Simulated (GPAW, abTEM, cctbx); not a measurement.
## ZrVNiRh: the scripts behind a bonding study

Short scripts, each with its output. The cell comes from substitution in a known structure type and wasn't matched to any measured phase.

## Step 1: Relax the structure

```text
cell
1.0
     0.000000000    3.171000000    0.000000000
     3.928000000    0.000000000    0.000000000
     0.000000000   -1.585500000   -4.700500000
Rh Zr Ni V
1 1 1 1
Direct
0.580300000 0.000000000 0.160600000
0.132800000 0.500000000 0.265600000
0.418500000 0.500000000 0.837000000
0.857400000 0.000000000 0.714800000
```

```python
from ase.constraints import FixSymmetry
from ase.filters import FrechetCellFilter
from ase.io import read, write
from ase.optimize import BFGS
from ase.parallel import parprint
from gpaw import GPAW, PW, FermiDirac

atoms = read("start.vasp")
atoms.set_initial_magnetic_moments([0, 0, 1.5, 2])
atoms.set_constraint(FixSymmetry(atoms))
atoms.calc = GPAW(mode=PW(570), xc="PBE", kpts={"size": (6, 5, 6), "gamma": True},
                 occupations=FermiDirac(0.1), maxiter=120, symmetry={"tolerance": 1e-5}, txt="relax.txt")
BFGS(FrechetCellFilter(atoms), maxstep=0.15).run(fmax=0.03, steps=40)
parprint("cell  %.4f %.4f %.4f  %.2f %.2f %.2f" % tuple(atoms.cell.cellpar()))
parprint("volume %.3f A^3, largest force %.3f eV/A, largest stress %.2f GPa" % (atoms.get_volume(), abs(atoms.get_forces()).max(), 160.218 * abs(atoms.get_stress()).max()))
atoms.set_constraint()
write("relaxed.vasp", atoms, direct=True)
```

```console
$ OMP_NUM_THREADS=1 mpirun -n 4 gpaw python run.py > gpaw.log
```

```text
gpts.py:43: UserWarning: Initial realspace grid (18,24,28) inconsistent with symmetries.
gpts.py:43: UserWarning: Initial realspace grid (18,24,28) inconsistent with symmetries.
gpts.py:43: UserWarning: Initial realspace grid (18,24,28) inconsistent with symmetries.
gpts.py:43: UserWarning: Initial realspace grid (18,24,28) inconsistent with symmetries.
gpts.py:70: UserWarning: Using symmetrized grid: (28,24,28).
gpts.py:70: UserWarning: Using symmetrized grid: (28,24,28).
gpts.py:70: UserWarning: Using symmetrized grid: (28,24,28).
gpts.py:70: UserWarning: Using symmetrized grid: (28,24,28).
            Step        Energy          fmax
BFGS:    0      -31.225821        2.243892
BFGS:    1      -31.447766        1.666789
BFGS:    2      -31.697281        0.498647
BFGS:    3      -31.708249        0.283162
BFGS:    4      -31.711387        0.199255
BFGS:    5      -31.716647        0.210534
BFGS:    6      -31.722038        0.261463
BFGS:    7      -31.725964        0.250691
BFGS:    8      -31.728298        0.202160
BFGS:    9      -31.730878        0.174629
BFGS:   10      -31.734866        0.183560
BFGS:   11      -31.739259        0.192873
BFGS:   12      -31.742678        0.237064
BFGS:   13      -31.745250        0.229260
BFGS:   14      -31.748222        0.188447
BFGS:   15      -31.751343        0.135882
BFGS:   16      -31.753787        0.132186
BFGS:   17      -31.755538        0.102246
BFGS:   18      -31.756566        0.113892
BFGS:   19      -31.758214        0.156430
BFGS:   20      -31.760168        0.157398
BFGS:   21      -31.761642        0.102537
BFGS:   22      -31.762189        0.058861
BFGS:   23      -31.762405        0.050386
BFGS:   24      -31.762583        0.043456
BFGS:   25      -31.762829        0.023891
cell  3.0138 4.2844 5.0699  90.00 107.29 90.00
volume 62.506 A^3, largest force 0.019 eV/A, largest stress 0.24 GPa
```

Time: 16 min on 4 cores of Intel(R) Xeon(R) Platinum 8488C (Sapphire Rapids) (shared host), peak memory 2.1 GiB.

## Step 2: Build the all-electron density and subtract free atoms

```text
cell
1.0
     0.000000000    3.013793080    0.000000000
    -4.284421200    0.000000000    0.000000000
     0.000000000   -1.506896540    4.840791435
Rh Zr Ni V
1 1 1 1
Direct
0.578271780 0.000000000 0.156543560
0.147781970 0.500000000 0.295563940
0.408649560 0.500000000 0.817299120
0.854364510 0.000000000 0.708729020
```

```python
import numpy as np
from ase.io import read
from ase.units import Bohr
from gpaw import GPAW, PW, FermiDirac
from gpaw.calculator import GPAW as OldGPAW
from gpaw.mpi import serial_comm, world
from scipy.special import erfc
from scipy.spatial import cKDTree

atoms = read("cell.vasp")
atoms.set_initial_magnetic_moments([0, 0, 1.5, 2])
atoms.calc = GPAW(mode=PW(450), xc="PBE", kpts={"size": (8, 6, 8), "gamma": True},
                 occupations=FermiDirac(0.1), maxiter=120, symmetry={"tolerance": 1e-5}, txt="scf.txt")
atoms.get_potential_energy()
rho = atoms.calc.get_all_electron_density(gridrefinement=2)
moments = atoms.get_magnetic_moments() if atoms.calc.get_number_of_spins() == 2 else np.zeros(len(atoms))
total = atoms.get_magnetic_moment() if moments.any() else 0.0
if world.rank == 0:
    free = OldGPAW(mode=PW(450), xc="PBE", txt=None, communicator=serial_comm)
    neutral = atoms.copy()
    neutral.set_initial_magnetic_moments(None)
    free.initialize(neutral)
    free.set_positions(neutral)
    drho = rho - free.get_all_electron_density(gridrefinement=2)
    # GPAW starts from confined atoms: exchange their smooth part for that of the datasets' free atoms
    h = np.stack(np.meshgrid(*[np.fft.fftfreq(n, 1 / n) for n in drho.shape], indexing="ij"), -1)
    gabs = np.linalg.norm(h @ atoms.cell.reciprocal(), axis=-1)
    tails = np.fft.fftn(free.get_pseudo_density(gridrefinement=2))
    g, form, v0 = np.linspace(0, gabs.max(), 1500), {}, 0
    for e in set(atoms.symbols):
        idx = atoms.symbols.search(e)
        d = free.setups[idx[0]].data
        r, w = d.rgd.r_g * Bohr, d.rgd.r_g**2 * d.rgd.dr_g
        j0 = np.sinc(2 * g[:, None] * r)
        smooth = sum(f * p**2 for f, p in zip(d.f_j, d.phit_jg)) + np.sqrt(4 * np.pi) * d.nct_g
        full = sum(f * p**2 for f, p in zip(d.f_j, d.phi_jg)) + np.sqrt(4 * np.pi) * d.nc_g
        phase = sum(np.exp(-2j * np.pi * h @ s) for s in atoms.get_scaled_positions()[idx])
        tails -= np.interp(gabs, g, j0 @ (smooth * w)) * phase * drho.size / atoms.get_volume()
        form[e] = j0 @ (full * w)
        v0 += 2 * np.pi / 3 * 14.3996 * (full * w * r**2).sum() * len(idx)  # V A^3
    tails *= 0.5 * erfc((gabs - 1.8) / 0.25)  # the tails differ at long wavelengths alone
    drho += np.fft.ifftn(tails).real  # crystal minus superposed spherical free atoms
    np.save("drho.npy", drho)
    dv = atoms.get_volume() / drho.size
    print("grid", drho.shape, " electrons %.3f" % (rho.sum() * dv), " moved by bonding %.3f e" % (abs(drho).sum() * dv / 2))
    pts = np.indices(drho.shape).reshape(3, -1).T / drho.shape @ atoms.cell
    shifts = (np.indices((3, 3, 3)).reshape(3, -1).T - 1) @ atoms.cell
    images = (atoms.positions[None] + shifts[:, None]).reshape(-1, 3)
    dist, idx = cKDTree(images).query(pts, k=4)
    out = drho.ravel()[dist[:, 0] > 0.5]
    print("deformation density beyond 0.5 A of the nuclei: max %.3f, min %.3f e/A^3" % (out.max(), out.min()))
    tie = dist < dist[:, :1] + 1e-4
    q = -np.bincount((idx % len(atoms))[tie], (drho.ravel()[:, None] / tie.sum(1, keepdims=True) * tie)[tie], len(atoms)) * dv
    print("atom        x       y       z   Voronoi charge  moment")
    for a, s, c, m in zip(atoms, atoms.get_scaled_positions(), q, moments):
        print("%-2s%-3d %7.4f %7.4f %7.4f %10.3f %10.2f" % (a.symbol, a.index + 1, *s, c, m))
    np.savez("free.npz", g=g, **form)
    print("mean inner potential of superposed free atoms %.3f V" % (v0 / atoms.get_volume()))
    print("total magnetic moment %.3f muB" % total)
```

```console
$ OMP_NUM_THREADS=1 mpirun -n 4 gpaw python run.py > gpaw.log
```

```text
gpts.py:43: UserWarning: Initial realspace grid (15,21,25) inconsistent with symmetries.
gpts.py:43: UserWarning: Initial realspace grid (15,21,25) inconsistent with symmetries.
gpts.py:43: UserWarning: Initial realspace grid (15,21,25) inconsistent with symmetries.
gpts.py:43: UserWarning: Initial realspace grid (15,21,25) inconsistent with symmetries.
gpts.py:70: UserWarning: Using symmetrized grid: (25,21,25).
gpts.py:70: UserWarning: Using symmetrized grid: (25,21,25).
gpts.py:70: UserWarning: Using symmetrized grid: (25,21,25).
gpts.py:70: UserWarning: Using symmetrized grid: (25,21,25).
grid (50, 42, 50)  electrons 136.000  moved by bonding 0.872 e
deformation density beyond 0.5 A of the nuclei: max 0.189, min -0.453 e/A^3
atom        x       y       z   Voronoi charge  moment
Rh1    0.5783  0.0000  0.1565     -0.040      -0.02
Zr2    0.1478  0.5000  0.2956      0.186      -0.03
Ni3    0.4086  0.5000  0.8173     -0.213       0.05
V 4    0.8544  0.0000  0.7087      0.068       0.83
mean inner potential of superposed free atoms 26.736 V
total magnetic moment 0.953 muB
```

Time: 79 s.

## Step 3: Fourier-transform the difference

```python
from cctbx import adptbx, crystal, miller, xray
from cctbx.eltbx import tiny_pse
import numpy as np

cs = crystal.symmetry(unit_cell=(4.2844, 3.0138, 9.6816, 90, 90, 90), space_group_symbol='Hall: A 2 -2')  # Amm2
atoms = [  # label, site, U (iso, or U11 U22 U33 U12 U13 U23 in A^2), occupancy
    ("Rh1", (0, 0, 0.57827), 0.0000, 1),
    ("Zr1", (0.5, 0.5, 0.64778), 0.0000, 1),
    ("Ni1", (0.5, 0.5, 0.90865), 0.0000, 1),
    ("V1", (0, 0, 0.85436), 0.0000, 1),
]
xs = xray.structure(crystal_symmetry=cs)
for label, site, u, occ in atoms:
    u = adptbx.u_cif_as_u_star(cs.unit_cell(), u) if isinstance(u, tuple) else u
    xs.add_scatterer(xray.scatterer(label, site=site, u=u, occupancy=occ))
xs.scattering_type_registry(table="wk1995")
drho = np.load("drho.npy")
T = np.array([[0, -1, 0], [1, 0, 0], [1, 0, 2]])  # conventional axes in terms of the primitive ones
dF = np.fft.ifftn(drho) * 125.01207  # electrons a conventional cell, indexed by primitive hkl
ms = miller.build_set(cs, anomalous_flag=False, d_min=0.9).sort("resolution")
iam = ms.structure_factors_from_scatterers(xs, algorithm="direct").f_calc()
p1 = xs.expand_to_p1()
z = np.array([tiny_pse.table(sc.scattering_type).atomic_number() for sc in p1.scatterers()])
x = np.array(p1.sites_frac())
free = np.load("free.npz")
print("static structure factors of the conventional cell: F in electrons, V (Mott-Bethe) in volts")
print("   h  k  l      d  |F| table  |F| free   |F| DFT   change   |V| free  |V| DFT  change %")
for h, d, table in list(zip(ms.indices(), ms.d_spacings().data(), iam.data()))[:16]:
    df = dF[tuple(np.rint(np.linalg.solve(T, h)).astype(int))]
    phase = np.exp(2j * np.pi * x @ h)
    f = sum(np.interp(1 / d, free["g"], free[sc.scattering_type]) * p for sc, p in zip(p1.scatterers(), phase))
    fz = (z * phase).sum()
    c = 14.3996 * d * d / (np.pi * cs.unit_cell().volume())
    v0, v1 = abs(fz - f) * c, abs(fz - f - df) * c
    print("%4d%3d%3d %7.4f %9.3f %9.3f %9.3f %8.3f %9.3f %8.3f %8s" % (h + (d, abs(table), abs(f), abs(f + df), abs(f + df) - abs(f), v0, v1, "%.1f" % (100 * (v1 / v0 - 1)) if v0 > 0.02 else "-")))
```

```console
$ python run.py
```

```text
static structure factors of the conventional cell: F in electrons, V (Mott-Bethe) in volts
   h  k  l      d  |F| table  |F| free   |F| DFT   change   |V| free  |V| DFT  change %
   0  0  2  4.8408    63.941    63.884    63.724   -0.161     3.588    3.747      4.4
   1  0  0  4.2844     0.228     0.109     0.126    0.018     0.073    0.085     16.3
   1  0  2  3.2083    33.710    33.675    33.522   -0.153     2.169    2.284      5.3
   0  1  1  2.8776    46.291    46.213    46.546    0.334     1.977    1.876     -5.1
   0  0  4  2.4204   138.978   138.647   138.521   -0.126     8.937    8.964      0.3
   1  1  1  2.3888   139.999   139.734   139.340   -0.394     8.679    8.756      0.9
   0  1  3  2.2027    88.479    88.330    87.734   -0.596     5.637    5.742      1.9
   2  0  0  2.1422   202.007   201.483   200.822   -0.661    11.865   11.976      0.9
   1  0  4  2.1074   143.763   143.401   142.777   -0.623     8.144    8.249      1.3
   2  0  2  1.9590    52.651    52.792    52.448   -0.344     2.155    2.201      2.1
   1  1  3  1.9589   138.307   137.944   137.409   -0.535     7.509    7.585      1.0
   2  1  1  1.7183    38.588    38.408    38.288   -0.120     1.559    1.577      1.2
   0  1  5  1.6291    92.831    92.738    92.677   -0.061     4.155    4.162      0.2
   0  0  6  1.6136    35.336    35.128    34.868   -0.260     1.553    1.580      1.8
   2  0  4  1.6041   116.847   116.694   116.216   -0.478     5.997    6.042      0.8
   2  1  3  1.5357    75.398    75.468    75.531    0.063     3.852    3.846     -0.1
```

Time: 0.34 s on 1 core of Intel(R) Xeon(R) Platinum 8488C (Sapphire Rapids) (shared host), peak memory 0.08 GiB.

## Step 4: Rock the beam across one reflection

```python
import abtem
import numpy as np
from ase.build import make_supercell
from ase.io import read

abtem.config.set({"dask.lazy": False, "fft": "fftw", "diagnostics.progress_bar": False})
M = [[0, -1, 0], [-1, 0, -2], [1, 0, 0]]  # rows: x, y and beam direction in the primitive cell's axes
unit = make_supercell(read("cell.vasp"), M)
unit.set_cell(list(unit.cell.lengths()) + [90, 90, 90], scale_atoms=True)
unit.positions[:, 2] += 0.7534  # keeps atomic planes off the slice boundaries
unit.wrap()
slab = unit * (1, 1, 168)
print(slab.get_chemical_formula(), "| box %.2f x %.2f x %.2f A" % tuple(slab.cell.lengths()))

# change of the potential by bonding, from the DFT deformation density (Poisson's equation term by term)
drho = np.load("drho.npy")
prim = read("cell.vasp")
h = np.stack(np.meshgrid(*[np.fft.fftfreq(n, 1 / n) for n in drho.shape], indexing="ij"), -1).reshape(-1, 3).astype(int)
g2 = ((h @ prim.cell.reciprocal()) ** 2).sum(1)
keep = (g2 > 0) & (g2 < 2.5**2)
shape = (96, 216, 18)
vg = np.zeros(shape, complex)
hm = h[keep] @ np.array(M).T
move = np.exp(-2j * np.pi * hm[:, 2] * (0.7534 / unit.cell[2, 2] - 0.5 / shape[2]))  # the same shift, sampled at mid-points
vg[tuple(hm.T % np.array(shape)[:, None])] = -14.3996 / np.pi * (np.fft.fftn(drho).ravel() / drho.size)[keep] / g2[keep] * move
dV = np.fft.ifftn(vg).real * vg.size
dV = dV.reshape(96, 216, 2, 9).mean(3) * unit.cell[2, 2] / 2  # V A, projected in each slice
dV = np.tile(dV.transpose(2, 0, 1), (168, 1, 1))


def build(atoms):
    p = abtem.Potential(atoms, gpts=(96, 216), slice_thickness=[slab.cell[2, 2] / 336] * 336,
                        parametrization="lobato", projection="infinite", exit_planes=84).build()
    p.array[:] += BONDING * dV
    return p


def potentials():
    yield build(slab)  # atoms at rest


for label, BONDING in (("IAM", 0.0), ("DFT", 1.0)):
    print("=====", label)
    potential = build(slab)
    print("grid", potential.gpts, "slices", potential.num_slices)
    thickness = potential.exit_thicknesses
    h = np.array(M) @ np.linalg.solve(np.array([[0, -1, 0], [1, 0, 0], [1, 0, 2]]), [0, 0, 2])
    ix, iy = round(h[0]) * 1, round(h[1]) * 1
    gxy = h[:2] / unit.cell.lengths()[:2]
    along = gxy / np.hypot(*gxy)
    across = np.array([-along[1], along[0]])
    bragg = 500 * abtem.PlaneWave(energy=200000).wavelength * np.hypot(*gxy)
    print("Bragg angle %.3f mrad; beam tilted 37 mrad off the zone axis across the row" % bragg)
    print("dark-field intensity of 0 0 2 against tilt along the row, in Bragg angles")
    print("  t (A)" + "".join("%8.2f" % s for s in [0.2, 0.4, 0.6, 0.8, 1.0, 1.2, 1.4, 1.6, 1.8, 2.0, 2.2, 2.4, 2.6]))
    rows = []
    row = [(n * ix, n * iy) for n in range(-8, 9)]
    for s in [0.2, 0.4, 0.6, 0.8, 1.0, 1.2, 1.4, 1.6, 1.8, 2.0, 2.2, 2.4, 2.6]:
        tilt = -s * bragg * along + 37 * across
        dp = abtem.PlaneWave(energy=200000, tilt=tuple(tilt)).multislice(potential).diffraction_patterns(max_angle="valid").array
        rows.append(dp[:, dp.shape[1] // 2 + ix, dp.shape[2] // 2 + iy])
        if s == 1.0:
            cx, cy = dp.shape[1] // 2, dp.shape[2] // 2
            share = sum(dp[:, cx + i, cy + j] for i, j in row if abs(i) < cx and abs(j) < cy) / dp.sum(axis=(1, 2))
            total = dp.sum(axis=(1, 2))
    for t, a in list(zip(thickness, np.array(rows).T))[1:]:
        print("%7.1f" % t + "".join("%8.4f" % v for v in a))
    print("at the Bragg tilt, share in the row:", share[1:].round(3).tolist(), "total:", total[1:].round(3).tolist())
```

```console
$ python run.py
```

```text
Ni336Rh336V336Zr336 | box 4.28 x 9.68 x 506.32 A
===== IAM
grid (96, 216) slices 336
Bragg angle 2.590 mrad; beam tilted 37 mrad off the zone axis across the row
dark-field intensity of 0 0 2 against tilt along the row, in Bragg angles
  t (A)    0.20    0.40    0.60    0.80    1.00    1.20    1.40    1.60    1.80    2.00    2.20    2.40    2.60
  126.6  0.0201  0.0177  0.0161  0.0152  0.0149  0.0152  0.0161  0.0177  0.0201  0.0231  0.0267  0.0309  0.0355
  253.2  0.0493  0.0530  0.0651  0.0780  0.0818  0.0780  0.0651  0.0530  0.0493  0.0569  0.0713  0.0850  0.0937
  379.7  0.0181  0.0241  0.0527  0.1071  0.1312  0.1071  0.0526  0.0241  0.0181  0.0139  0.0124  0.0278  0.0537
  506.3  0.0075  0.0148  0.0576  0.0634  0.1072  0.0634  0.0576  0.0148  0.0075  0.0101  0.0037  0.0167  0.0221
at the Bragg tilt, share in the row: [0.5040000081062317, 0.25600001215934753, 0.3779999911785126, 0.3149999976158142] total: [0.9950000047683716, 0.9860000014305115, 0.9810000061988831, 0.9769999980926514]
===== DFT
grid (96, 216) slices 336
Bragg angle 2.590 mrad; beam tilted 37 mrad off the zone axis across the row
dark-field intensity of 0 0 2 against tilt along the row, in Bragg angles
  t (A)    0.20    0.40    0.60    0.80    1.00    1.20    1.40    1.60    1.80    2.00    2.20    2.40    2.60
  126.6  0.0207  0.0182  0.0165  0.0155  0.0152  0.0155  0.0165  0.0182  0.0207  0.0239  0.0277  0.0320  0.0367
  253.2  0.0549  0.0573  0.0685  0.0811  0.0849  0.0811  0.0684  0.0572  0.0549  0.0635  0.0781  0.0911  0.0983
  379.7  0.0197  0.0244  0.0510  0.1044  0.1290  0.1043  0.0510  0.0244  0.0197  0.0154  0.0137  0.0282  0.0525
  506.3  0.0076  0.0128  0.0528  0.0612  0.1128  0.0612  0.0528  0.0128  0.0076  0.0110  0.0043  0.0165  0.0211
at the Bragg tilt, share in the row: [0.5019999742507935, 0.25099998712539673, 0.3720000088214874, 0.3089999854564667] total: [0.9950000047683716, 0.9860000014305115, 0.9810000061988831, 0.9760000109672546]
```

Time: 17 s.

[Outputs are excerpts: Python notices, other lines and further rows are left out; steps that failed or that the build refused (PBEsol, TPSS) are not shown.]

[Logs are printed without paths, hosts, clocks, repeated set-up lines and the standing remarks that a program may print on its own settings, such as how far it seeks lower states.]
